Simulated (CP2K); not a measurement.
4-isocyanopyridine has these distinct C atoms: C1 (bonded to N), C3 (bonded to 2 C and N), C4 (bonded to 2 C and H) and C5 (bonded to C, N and H).

```xyz
12

C     3.3919    0.4005   -0.1574
N     2.2161    0.2523   -0.0977
C     0.8447    0.0902   -0.0302
C     0.0100    1.2127    0.0237
C    -1.3677    0.9991    0.0752
N    -1.9413   -0.2162    0.0761
C    -1.1173   -1.2786    0.0280
C     0.2749   -1.1890   -0.0248
H     0.4334    2.2150    0.0254
H    -2.0493    1.8515    0.1145
H    -1.5977   -2.2598    0.0280
H     0.9025   -2.0776   -0.0608
```

Their partial C K spectra (CP2K XAS_TDP, all-electron GAPW, PBEh(45%), aug-cc-pVDZ, TDA, GW2X-corrected core level, no relativity) are given in random order, each times the number of alike atoms.

Gaussian full width 0.5 eV, oscillator strength per eV, alike atoms added, rows of zeros left out:

| E (eV) | curve 1 | curve 2 | curve 3 | curve 4 |
| --- | --- | --- | --- | --- |
| 286.25 | 0.000 | 0.001 | 0.000 | 0.000 |
| 286.50 | 0.000 | 0.023 | 0.000 | 0.000 |
| 286.75 | 0.001 | 0.122 | 0.000 | 0.000 |
| 287.00 | 0.019 | 0.168 | 0.000 | 0.000 |
| 287.25 | 0.123 | 0.059 | 0.000 | 0.000 |
| 287.50 | 0.201 | 0.005 | 0.000 | 0.008 |
| 287.75 | 0.084 | 0.000 | 0.001 | 0.053 |
| 288.00 | 0.009 | 0.001 | 0.017 | 0.093 |
| 288.25 | 0.000 | 0.005 | 0.087 | 0.042 |
| 288.50 | 0.000 | 0.008 | 0.133 | 0.005 |
| 288.75 | 0.000 | 0.004 | 0.137 | 0.000 |
| 289.00 | 0.002 | 0.000 | 0.122 | 0.000 |
| 289.25 | 0.006 | 0.000 | 0.036 | 0.000 |
| 289.50 | 0.004 | 0.000 | 0.003 | 0.000 |
| 289.75 | 0.001 | 0.000 | 0.000 | 0.000 |
| 290.00 | 0.000 | 0.006 | 0.000 | 0.000 |
| 290.25 | 0.000 | 0.033 | 0.000 | 0.000 |
| 290.50 | 0.000 | 0.050 | 0.000 | 0.000 |
| 290.75 | 0.001 | 0.020 | 0.000 | 0.000 |
| 291.00 | 0.015 | 0.007 | 0.000 | 0.000 |
| 291.25 | 0.042 | 0.015 | 0.000 | 0.000 |
| 291.50 | 0.030 | 0.018 | 0.000 | 0.000 |
| 291.75 | 0.006 | 0.021 | 0.000 | 0.001 |
| 292.00 | 0.003 | 0.027 | 0.000 | 0.004 |
| 292.25 | 0.010 | 0.020 | 0.000 | 0.015 |
| 292.50 | 0.021 | 0.010 | 0.000 | 0.021 |
| 292.75 | 0.032 | 0.012 | 0.000 | 0.022 |
| 293.00 | 0.024 | 0.015 | 0.003 | 0.031 |
| 293.25 | 0.011 | 0.018 | 0.009 | 0.030 |
| 293.50 | 0.012 | 0.020 | 0.006 | 0.011 |
| 293.75 | 0.014 | 0.028 | 0.002 | 0.005 |
| 294.00 | 0.029 | 0.026 | 0.004 | 0.007 |
| 294.25 | 0.036 | 0.021 | 0.007 | 0.014 |
| 294.50 | 0.027 | 0.024 | 0.013 | 0.022 |
| 294.75 | 0.022 | 0.039 | 0.013 | 0.023 |
| 295.00 | 0.016 | 0.031 | 0.007 | 0.016 |
| 295.25 | 0.021 | 0.021 | 0.003 | 0.017 |
| 295.50 | 0.033 | 0.013 | 0.006 | 0.013 |
| 295.75 | 0.022 | 0.011 | 0.012 | 0.012 |

Which curve belongs to which atom?

Curve 1: C5 (bonded to C, N and H), leading line at 287.46 eV (f = 0.055 an atom), ionisation energy 293.45 eV, term value 5.99 eV. Curve 2: C4 (bonded to 2 C and H), leading line at 286.93 eV (f = 0.047 an atom), ionisation energy 292.68 eV, term value 5.75 eV. Curve 3: C1 (bonded to N), leading line at 288.42 eV (f = 0.064 an atom), ionisation energy 295.01 eV, term value 6.59 eV. Curve 4: C3 (bonded to 2 C and N), leading line at 287.98 eV (f = 0.050 an atom), ionisation energy 294.24 eV, term value 6.26 eV. The leading line of an atom is its first one with 35 % of the strongest within 2.5 eV of its lowest line over the strength cut. A line lies at the core ionisation energy, which rises as an atom loses charge to its neighbours or to a π system, less the term value, which is large for a low π* or σ* orbital with weight on that atom.

[Banner, clock and machine lines of the logs are left out without a mark of their own.]

[Logs are printed without paths, hosts, clocks, repeated set-up lines and the standing remarks that a program may print on its own settings, such as how far it seeks lower states.]

[Hosts, paths, dates, database ids (printed as entryN), source tags and the programs' standing remarks are cut or masked in the printed files.]
